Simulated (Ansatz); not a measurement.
# Phonon transport in NaF (Villiaumite, Fm-3m), part 3 of 3

Aim: the lattice thermal conductivity of NaF (Villiaumite) against temperature, and which phonons carry it.

Experimental results on record:
- thermal conductivity 18.4 W/m/K near room temperature (given in “Combining the AFLOW GIBBS and Elastic Libraries to efficiently and robustly screen thermo-mechanical properties of solids”, 2017, arXiv:1611.05714)
- thermal conductivity 16.5 W/m/K near room temperature (given in “Predicting the lattice thermal conductivity of solids by solving the Boltzmann transport equation: AFLOW - AAPL an automated, accurate and efficient framework”, 2017, arXiv:1611.05481)

Ansatz 0.2.0; DFT PBEsol, scalar-relativistic, plane waves, PAW; PAW set soft_1.

So far, κ at 300 K (relaxation time) (W/m/K): step 5 (third-order constants on small settings) 106. Also highest frequency (cm⁻¹): step 5 401. The relaxed cell has a = 4.629 Å (conventional setting).

### 6. Third-order constants and the Boltzmann equation, k-mesh 12×12×12, third order supercell 3×3×3

The supercell must be wider than twice the pair cutoff, and the number of displaced cells grows with the pairs inside it, which is where the cost lies.

input.yaml reads:

```yaml
crystal:
  lattice:
    - [0.0, 2.3143345575, 2.3143345575]
    - [2.3143345575, 0.0, 2.3143345575]
    - [2.3143345575, 2.3143345575, 0.0]
  atoms:
    - { symbol: Na, position: [0.0, 0.0, 0.0] }
    - { symbol: F, position: [0.5, 0.5, 0.5] }
kpoints:
  mp_grid: { grid: [12, 12, 12] }
hamiltonian:
  xc: pbesol
  pseudopotentials: { kind: paw, azcp: { folder: soft_1 }, xc_functional: pbe }
scf:
  occupations: { method: fixed }
  lower_state_search: "off"
output:
  eigenvalues: true
phonons:
  method: fd
  dielectric: true
  qmesh: [6, 6, 6]
  temperatures: { t_max: 1000, t_step: 50 }
  qpath:
    path:
      - [[0.0, 0.0, 0.0], [0.5, 0.0, 0.5], [0.5, 0.25, 0.75], [0.375, 0.375, 0.75], [0.0, 0.0, 0.0], [0.5, 0.5, 0.5], [0.625, 0.25, 0.625], [0.5, 0.25, 0.75], [0.5, 0.5, 0.5], [0.375, 0.375, 0.75]]
      - [[0.625, 0.25, 0.625], [0.5, 0.0, 0.5]]
    npoints: 10
  third_order: { supercell: [3, 3, 3], pair_cutoff: 3.423 }
  lattice_thermal_conductivity:
    qmesh: [23, 23, 23]
    temperatures: [100.0, 150.0, 200.0, 300.0, 400.0, 500.0, 600.0, 800.0]
    isotope_mass_variance: [{ species: F, variance: 0.0 }, { species: Na, variance: 0.0 }]
    solution: relaxation_time
```

Started as:

```
$ ansatz run input.yaml --threads 18 --pin off --max-ram 92160MiB --backend cuda --events-out ev --progress --plain --runs-dir out
```

Numbers of over 12 decimals in the logs are rounded to 6 here.

Output:

```text
[...]
Crystal: 12 atoms, lattice volume = 148.751 Å³
Basis set: ecut = 420 eV, 2931 PW (Γ), FFT grids on a1, a1+a2, 2a1+a3, exchange–correlation on 80×80×80 points (8 copies of the dense FFT grid, shifted against one another)
Bands: 60, of which v1, the nominal top of the filled ones, is band 48 counted from 1 (47 counted from 0)
Symmetry: 24 space group operations
k-points: 94 of 288
[...]
SCF iter   1: F=—  HF=-13673.560412 eV  |F-HF|=—  |Δ(HF+E_count)|=         —  Δρ=5.58e-8  dr2=3.97e-12  ethr=1.00e-12  ⟨swp⟩=3.0  Hψ=14288  notcnv=0
[...]
SCF iter   2: F=-13673.560412 eV  HF=-13673.560412 eV  |F-HF|=0.00e0  |Δ(HF+E_count)|=    0.00e0  Δρ=2.19e-8  dr2=2.36e-13  ethr=1.00e-12  ⟨swp⟩=3.0  Hψ=12201  notcnv=0
SCF 1 converged in 2 iterations: F = -13673.560412 eV  dr2 = 2.36e-13
[...]
Crystal: 2 atoms, lattice volume = 24.792 Å³
Basis set: ecut = 420 eV, 531 PW (Γ), exchange–correlation on 48×48×48 points (8 copies of the dense FFT grid, shifted against one another)
Bands: 12, of which v1, the nominal top of the filled ones, is band 8 counted from 1 (7 counted from 0)
Symmetry: 48 space group operations
k-points: 163 of 1728 (irreducible under 8 space group operations, time reversal used)
[...]
SCF iter   3: F=-2278.926735 eV  HF=-2278.926735 eV  |F-HF|=2.73e-12  |Δ(HF+E_count)|=  7.28e-12  Δρ=1.51e-7  dr2=2.25e-12  ethr=1.00e-12  ⟨swp⟩=1.0  Hψ=4564  notcnv=0
SCF 2 converged in 3 iterations: F = -2278.926735 eV  dr2 = 2.25e-12
[...]
SCF 3 converged in 8 iterations: F = -13673.560400 eV  dr2 = 1.05e-12
[...]
supercell 9 (6 cells, vectors [1, 0, 0], [0, 1, -1], [0, 0, 6] in multiples of the cell's): 2 displaced members by 0.0025 Å; free energy -13673.560407 eV; taken off its force constants: by the sum rule 3.4e-3, by the symmetrisation 2.9e-5 eV/Å²; Γ matrix within 5.1e-4 eV/Å² of supercell 1's
[...]
q = [0.0000, 0.0000, 0.0000] (star 1, supercell 1; hermiticity 1.18e-16, symmetrization 7.94e-6): -0.00 -0.00 0.00 239.39 239.39 239.39
[...]
joined force constants: q→R imaginary residual 9.60e-19
[...]
T (K)   relaxation time
      100.00           73.1444
      150.00           46.7804
      200.00           34.8328
      300.00           23.2411
      400.00           17.5101
      500.00           14.0849
      600.00           11.8073
      800.00            8.9688
```

It took 1.8 min on 1 × NVIDIA GB200 with 18 threads of Arm Neoverse V2, shared host; peak memory 2.8 GiB.

This step gave:

```yaml
zero_point_energy: 0.08115 eV/cell
debye_temperature_from_the_second_moment: 422 K
kappa_at_300_k_relaxation_time: 23.24 W/m/K
mean_free_path_at_half_of_kappa: 18.5 nm
share_of_kappa_above_the_three_lowest_branches: 0.147
third_order_blocks: 350
periodic_aliases_dropped: 24
largest_relative_sum_rule_correction: 0.1063
displaced_cells_third_order: 50
```

LO-TO term included. Phonon branches along the path, in cm⁻¹:

| point | branch 1 | branch 2 | branch 3 | branch 4 | branch 5 | branch 6 |
| --- | --- | --- | --- | --- | --- | --- |
| Γ | 0 | 0 | 0 | 239 | 239 | 401 |
| halfway | 100 | 100 | 192 | 246 | 246 | 340 |
| X | 141 | 141 | 252 | 254 | 254 | 281 |
| halfway | 164 | 167 | 242 | 246 | 257 | 275 |
| W | 204 | 208 | 208 | 226 | 265 | 265 |
| halfway | 172 | 210 | 225 | 232 | 261 | 269 |
| K | 155 | 212 | 230 | 234 | 260 | 270 |
| halfway | 123 | 136 | 188 | 212 | 249 | 354 |
| Γ | 0 | 0 | 0 | 239 | 239 | 401 |
| halfway | 105 | 105 | 166 | 227 | 227 | 376 |
| L | 173 | 173 | 194 | 194 | 296 | 301 |
| halfway | 165 | 189 | 211 | 227 | 272 | 287 |
| U | 155 | 212 | 230 | 234 | 260 | 270 |
| halfway | 172 | 210 | 225 | 232 | 261 | 269 |
| W | 204 | 208 | 208 | 226 | 265 | 265 |
| halfway | 174 | 184 | 218 | 232 | 266 | 283 |
| L | 173 | 173 | 194 | 194 | 296 | 301 |
| halfway | 165 | 189 | 211 | 227 | 272 | 287 |
| K | 155 | 212 | 230 | 234 | 260 | 270 |
| jump to U | 155 | 212 | 230 | 234 | 260 | 270 |
| halfway | 145 | 163 | 247 | 249 | 256 | 277 |
| X | 141 | 141 | 252 | 254 | 254 | 281 |

The phonon branches as a text plot (rows in cm⁻¹):

```
    392 |**                     ******
    376 |  *                  **      *
    359 |   *                *         *
    342 |    *                          *
    325 |     *             *            *
    309 |                  *              *             *
    292 |      *                          ***         ******
    275 |       *****  ***               *  ****** ***    *******
    259 |      **************           *    *********      *****
    242 |*******   **    **  ********        ***    *       * **
    225 |     *      *******  **     ***    **********    ****
    209 |            ****** **         **  ********   ** ****
    192 |    *       **    * *           ** *    * **  *** *  *
    175 |           *  *   *             ***        *******
    159 |   *      *    *** * *       * *   *****          *****
    142 |       ***         **       * *                       **
    125 |  *   *             * *
    108 |    **               *     * *
     92 | * *                 ***    *
     75 |                      *
     58 |  *                    *   *
     42 |**                     ** *
     25 |*                       * *
      8 |                         *
         Γ       X    W  K        Γ      L     U  W     L   K|U X
```

Table of lattice thermal conductivity, RTA xx by temperature:

```
temperature (K)  lattice thermal conductivity, RTA xx (W/m/K)
            100                                          73.1
            150                                          46.8
            200                                          34.8
            300                                          23.2
            400                                          17.5
            500                                          14.1
            600                                          11.8
            800                                          8.97
```

The modes has structure finer than the step of the table below, so its rows give means over 10 cm⁻¹, whole bins alone (the curve runs from -10 to 422 cm⁻¹). Peaks (cm⁻¹: height): F 152.9: 0.00956, 239.8: 0.0303, 275.1: 0.0172; Na 171.9: 0.0260, 245.2: 0.0311.

Phonopy on the run's constants, 21x21x21 mesh, Gaussian sigma 3.1 cm⁻¹. The modes by wavenumber; means over each step; values in 1/cm⁻¹/cell:

```csv
wavenumber (cm⁻¹),F,Na
0,1.5e-5,1.5e-5
10,6.4e-6,6.6e-6
20,1.2e-4,1.4e-4
30,1.9e-4,2.2e-4
40,4.0e-4,4.9e-4
50,5.6e-4,6.9e-4
60,8.7e-4,0.00109
70,0.00118,0.00150
80,0.00154,0.00198
90,0.00215,0.00283
100,0.00246,0.00332
110,0.00358,0.00495
120,0.00418,0.00604
130,0.00529,0.00795
140,0.00783,0.0124
150,0.00870,0.0152
160,0.00855,0.0178
170,0.00781,0.0242
180,0.00552,0.0199
190,0.00656,0.0135
200,0.0170,0.0118
210,0.0212,0.0125
220,0.0228,0.0154
230,0.0247,0.0194
240,0.0293,0.0280
250,0.0262,0.0273
260,0.0189,0.0171
270,0.0141,0.00526
280,0.0144,0.00326
290,0.00896,0.00303
300,0.00669,0.00275
310,0.00566,0.00320
320,0.00447,0.00293
330,0.00376,0.00265
340,0.00349,0.00260
350,0.00300,0.00232
360,0.00254,0.00202
370,0.00214,0.00173
380,0.00171,0.00140
390,0.00118,9.7e-4
400,3.6e-4,3.0e-4
410,5.3e-6,4.9e-6
```

Distinct triplets, nearest first. Third order norms, by row:

| sites | side 1 (Å) | side 2 (Å) | side 3 (Å) | norm of the 27 components (eV/Å³) |
| --- | --- | --- | --- | --- |
| Na-Na-Na | 0 | 0 | 0 | 0 |
| F-F-F | 0 | 0 | 0 | 0 |
| Na-F-F | 0 | 2.31 | 2.31 | 8.031 |
| Na-F-Na | 0 | 2.31 | 2.31 | 8.227 |
| Na-F-F | 2.31 | 2.31 | 3.27 | 0.063 |
| Na-F-Na | 2.31 | 2.31 | 3.27 | 0.098 |
| Na-Na-Na | 0 | 3.27 | 3.27 | 0.904 |
| Na-Na-Na | 3.27 | 3.27 | 3.27 | 0.013 |
| F-F-F | 0 | 3.27 | 3.27 | 0.733 |
| F-F-F | 3.27 | 3.27 | 3.27 | 0.071 |

Born charge (rows field, columns displacement) (e), principal values of the symmetric part by kind of site:

```
atom  atoms with these values    low  middle   high   mean
 Na1                        1   1.01    1.01   1.01   1.01
  F2                        1  -1.01   -1.01  -1.01  -1.01
```

In full for Na1:

```
1.01 0.00 0.00
0.00 1.01 0.00
0.00 0.00 1.01
```

RTA, 300 K. Kappa by branch, by row:

```csv
branch (by rank),mean frequency (THz),mean rms speed (km/s),median lifetime (ps),share of kappa
1,4.33,2.18,4.69,0.336
2,4.84,2.63,4.15,0.321
3,6.19,2.18,3.25,0.195
4,7.01,1.69,2.94,0.076
5,7.55,1.25,2.54,0.038
6,9.32,2.17,0.877,0.033
```

Table of spectral kappa at 300 K, relaxation time (W/m/K/THz) by frequency; read off at these points:

| frequency (THz) | spectral kappa at 300 K, relaxation time (W/m/K/THz) |
| --- | --- |
| 0.10 | 0 |
| 0.50 | 4.03 |
| 0.70 | 0 |
| 1.10 | 1.17 |
| 1.30 | 1.86 |
| 1.70 | 2.16 |
| 2.10 | 1.36 |
| 2.30 | 1.75 |
| 2.70 | 1.19 |
| 2.90 | 1.53 |
| 3.30 | 1.45 |
| 3.70 | 1.76 |
| 3.90 | 3.72 |
| 4.30 | 4.82 |
| 4.50 | 4.38 |
| 4.90 | 6.73 |
| 5.30 | 5.10 |
| 5.50 | 6.38 |
| 5.90 | 5.74 |
| 6.10 | 3.04 |
| 6.50 | 3.91 |
| 6.70 | 3.00 |
| 7.10 | 3.42 |
| 7.50 | 1.34 |
| 7.70 | 0.838 |
| 8.10 | 0.396 |
| 8.30 | 0.576 |
| 8.70 | 0.458 |
| 9.10 | 0.344 |
| 9.30 | 0.466 |
| 9.70 | 0.271 |
| 9.90 | 0.147 |
| 10.30 | 0.0624 |
| 10.70 | 0.0609 |
| 10.90 | 0.0292 |
| 11.30 | 0.0102 |
| 11.50 | 0.00391 |
| 11.90 | 3.1e-4 |

Relaxation-time solution. The share of κ carried by shorter paths by mean free path:

| mean free path (nm) | 100 K | 300 K | 800 K |
| --- | --- | --- | --- |
| 0.316 | 0 | 0 | 0.001 |
| 0.464 | 0 | 0 | 0.003 |
| 0.681 | 0 | 0.001 | 0.01 |
| 1 | 0 | 0.001 | 0.028 |
| 1.47 | 0 | 0.004 | 0.066 |
| 2.15 | 0 | 0.015 | 0.157 |
| 3.16 | 0 | 0.034 | 0.269 |
| 4.64 | 0.002 | 0.082 | 0.392 |
| 6.81 | 0.006 | 0.184 | 0.526 |
| 10 | 0.011 | 0.287 | 0.651 |
| 14.7 | 0.02 | 0.423 | 0.771 |
| 21.5 | 0.049 | 0.554 | 0.877 |
| 31.6 | 0.13 | 0.675 | 0.913 |
| 46.4 | 0.231 | 0.807 | 0.922 |
| 68.1 | 0.333 | 0.89 | 0.929 |
| 100 | 0.466 | 0.908 | 0.955 |
| 147 | 0.591 | 0.92 | 0.955 |
| 215 | 0.732 | 0.925 | 0.964 |
| 316 | 0.829 | 0.953 | 0.969 |
| 464 | 0.861 | 0.953 | 0.979 |
| 681 | 0.875 | 0.967 | 1 |
| 1000 | 0.886 | 0.967 | 1 |
| 1470 | 0.915 | 1 | 1 |
| 2150 | 0.93 | 1 | 1 |
| 3160 | 0.95 | 1 | 1 |
| 4640 | 0.95 | 1 | 1 |
| 6810 | 0.983 | 1 | 1 |
| 10000 | 1 | 1 | 1 |

300 K; a sample spread over frequency. Mode lifetimes, by row, the first 40 of 90 rows:

| q1 | q2 | q3 | branch | frequency (THz) | rms speed (km/s) | three-phonon rate (1/ps) | isotope rate (1/ps) | lifetime (ps) | mean free path (nm) |
| --- | --- | --- | --- | --- | --- | --- | --- | --- | --- |
| 0 | 0 | 0.0435 | 1 | 0.576 | 3.63 | 0.0764 | 0 | 13.1 | 47.5 |
| 0 | 0.1304 | 0.1304 | 1 | 1.7 | 2.84 | 0.0182 | 0 | 54.9 | 156 |
| 0 | 0.087 | 0.087 | 3 | 2.224 | 5.75 | 0.367 | 0 | 2.73 | 15.7 |
| 0 | 0.087 | 0.2174 | 2 | 2.655 | 3.53 | 0.565 | 0 | 1.77 | 6.24 |
| 0 | 0.087 | -0.1739 | 2 | 2.959 | 3.42 | 1.01 | 0 | 0.991 | 3.39 |
| 0 | 0.2174 | 0.3043 | 1 | 3.219 | 2.12 | 0.118 | 0 | 8.46 | 17.9 |
| 0.0435 | 0.2174 | 0.3478 | 1 | 3.422 | 2.39 | 0.191 | 0 | 5.24 | 12.5 |
| 0 | 0.1304 | 0.3478 | 1 | 3.599 | 2.37 | 0.483 | 0 | 2.07 | 4.9 |
| 0.0435 | 0.1739 | -0.1739 | 2 | 3.795 | 3.26 | 0.748 | 0 | 1.34 | 4.36 |
| 0 | 0.3478 | 0.3913 | 1 | 3.905 | 1.22 | 0.077 | 0 | 13 | 15.9 |
| 0 | 0.3478 | 0.4348 | 1 | 4.056 | 1.08 | 0.131 | 0 | 7.64 | 8.25 |
| 0 | 0.0435 | 0.3478 | 2 | 4.186 | 2.94 | 0.541 | 0 | 1.85 | 5.44 |
| 0 | 0.4783 | -0.4783 | 1 | 4.244 | 0.21 | 0.0912 | 0 | 11 | 2.25 |
| 0.0435 | 0.1739 | 0.2174 | 3 | 4.325 | 4.93 | 0.691 | 0 | 1.45 | 7.13 |
| 0.087 | 0.3913 | 0.4783 | 2 | 4.406 | 2.23 | 0.176 | 0 | 5.68 | 12.7 |
| 0.0435 | 0.4348 | -0.3913 | 1 | 4.52 | 1.35 | 0.166 | 0 | 6.03 | 8.13 |
| 0 | 0.0435 | -0.3913 | 1 | 4.611 | 2.2 | 0.352 | 0 | 2.84 | 6.24 |
| 0 | 0.1304 | -0.3043 | 2 | 4.672 | 2.67 | 0.599 | 0 | 1.67 | 4.45 |
| 0.0435 | 0.1304 | -0.3043 | 2 | 4.756 | 2.73 | 0.526 | 0 | 1.9 | 5.19 |
| 0.0435 | 0.087 | 0.4348 | 2 | 4.849 | 2.57 | 0.445 | 0 | 2.25 | 5.78 |
| 0.1739 | 0.3478 | -0.4783 | 1 | 4.934 | 2.85 | 0.0458 | 0 | 21.8 | 62.2 |
| 0 | 0.1304 | 0.2609 | 3 | 4.988 | 4.47 | 0.393 | 0 | 2.54 | 11.4 |
| 0.0435 | 0.087 | -0.4783 | 1 | 5.066 | 1.55 | 0.302 | 0 | 3.31 | 5.12 |
| 0 | 0.3043 | -0.3043 | 1 | 5.141 | 1.04 | 0.266 | 0 | 3.76 | 3.9 |
| 0 | 0.1739 | -0.3913 | 1 | 5.193 | 0.8 | 0.299 | 0 | 3.35 | 2.69 |
| 0.0435 | 0.2174 | -0.3043 | 2 | 5.261 | 1.41 | 0.379 | 0 | 2.64 | 3.73 |
| 0 | 0.1739 | -0.3913 | 2 | 5.329 | 2.38 | 0.24 | 0 | 4.17 | 9.95 |
| 0.087 | 0.4348 | -0.3913 | 2 | 5.424 | 3.63 | 0.0843 | 0 | 11.9 | 43.1 |
| 0.1739 | 0.4783 | -0.3478 | 2 | 5.521 | 2.47 | 0.191 | 0 | 5.23 | 12.9 |
| 0.087 | 0.1739 | 0.3478 | 3 | 5.638 | 3.91 | 0.306 | 0 | 3.27 | 12.8 |
| 0.1304 | 0.3913 | -0.3913 | 2 | 5.795 | 3.32 | 0.139 | 0 | 7.22 | 23.9 |
| 0 | 0.2609 | -0.2609 | 3 | 5.891 | 0.05 | 0.394 | 0 | 2.54 | 0.126 |
| 0 | 0.0435 | -0.4783 | 4 | 5.937 | 1.47 | 0.33 | 0 | 3.03 | 4.44 |
| 0.087 | 0.2609 | -0.2609 | 3 | 6.01 | 0.97 | 0.323 | 0 | 3.1 | 3.02 |
| 0 | 0.087 | -0.3478 | 3 | 6.078 | 1.34 | 0.295 | 0 | 3.38 | 4.54 |
| 0 | 0.2609 | -0.4348 | 2 | 6.163 | 1.53 | 0.198 | 0 | 5.05 | 7.74 |
| 0 | 0.0435 | 0.3913 | 3 | 6.237 | 1.24 | 0.31 | 0 | 3.23 | 4 |
| 0.0435 | 0.1304 | -0.2609 | 3 | 6.278 | 3.76 | 0.273 | 0 | 3.66 | 13.8 |
| 0.1739 | 0.3478 | -0.3913 | 3 | 6.345 | 1.64 | 0.314 | 0 | 3.18 | 5.24 |
| 0.0435 | 0.1739 | 0.4348 | 3 | 6.427 | 1.83 | 0.326 | 0 | 3.07 | 5.62 |

Without the LO-TO term. Gamma linewidths, by row:

| branch | frequency (cm⁻¹) | three-phonon rate (1/ps) | isotope rate (1/ps) | FWHM (cm⁻¹) |
| --- | --- | --- | --- | --- |
| 4 | 239.4 | 0.516 | 0 | 2.74 |
| 5 | 239.4 | 0.516 | 0 | 2.74 |
| 6 | 239.4 | 0.516 | 0 | 2.74 |

W/m/K, third of the trace; RTA populations with a boundary rate v/L added to each mode (Matthiessen's rule). Kappa by grain size, by row:

| T (K) | bulk | 10 nm | 30 nm | 100 nm | 300 nm | 1000 nm | 10000 nm | 100000 nm |
| --- | --- | --- | --- | --- | --- | --- | --- | --- |
| 100 | 73.09 | 8.479 | 18.38 | 34.09 | 48.55 | 59.98 | 70.1 | 72.7 |
| 300 | 23.05 | 8.539 | 13.44 | 17.91 | 20.4 | 21.86 | 22.87 | 23.03 |
| 600 | 11.52 | 5.991 | 8.254 | 9.909 | 10.73 | 11.19 | 11.47 | 11.51 |

At 300 K the relaxation-time value is 23.2 W/(m K).

### 7. The ladder

Ladder, by row:

```csv
cells or q mesh,k mesh,pair cutoff,atoms in the supercell,q-mesh of the transport sums,κ at 300 K (relaxation time) (W/m/K),κ at 300 K (full solution) (W/m/K),core-minutes
2x2x2,8x8x8,2.464,16,13×13×13,105.8,110.8,1.1
6x6x6,12x12x12,3.423,54,23×23×23,23.24,-,15.1
```

### 8. Summary of results

```
highest frequency                          : 400.6 cm⁻¹
Debye temperature from the second moment   : 422 K
κ at 300 K (relaxation time)               : 23.24 W/m/K
mean free path at half of κ                : 18.5 nm
share of κ above the three lowest branches : 0.147
```

The lattice of NaF (Villiaumite) conducts 23.2 W/(m K) at 300 K by PBEsol (mean over directions, relaxation-time solution). Above 300 K the relaxation-time κ falls as T^-0.97, near the 1/T law of three-phonon scattering. Grains of 100 nm would keep 78 % of the bulk value at 300 K, and grains of 1 µm 95 %. The first rung (16 atoms, cutoff 2.46 Å) gave 106 W/(m K) by relaxation time for 0.075 times the cost of the last; short cutoffs miss scattering channels and can err either way, and the meshes changed too. A measured thermal conductivity near room temperature is 18.4 W/m/K (arXiv:1611.05714); the calculated 23.2 W/m/K differs by +26 %. Four-phonon, defect and boundary scattering, which are left out, would lower the calculated value; thermal expansion is left out too. The last run computed the relaxation-time solution alone; it counts normal processes as resistive, so the full solution usually lies higher, most of all in good conductors. The sum rules changed one orbit of cubic constants by up to 11 %; by the manual a large change points to a short cutoff or, on a small and distant orbit, to noisy forces. The conductivities include the coherence part between close branches; the shares for grains, isotopes, branches and paths are of the relaxation-time populations alone. Cubic couplings among atoms farther apart than the pair cutoff are dropped, and neither the cutoff nor the q-mesh was shown to be converged here. The PAW files were made for PBE and are used here under another functional, for which the program regenerates the frozen cores.

[Logs are printed without paths, hosts, clocks, repeated set-up lines and the standing remarks that a program may print on its own settings, such as how far it seeks lower states.]

[Hosts, paths, dates, database ids (printed as entryN), source tags and the programs' standing remarks are cut or masked in the printed files.]

[A step with changed settings may run another functional than the one named; its input shows which.]
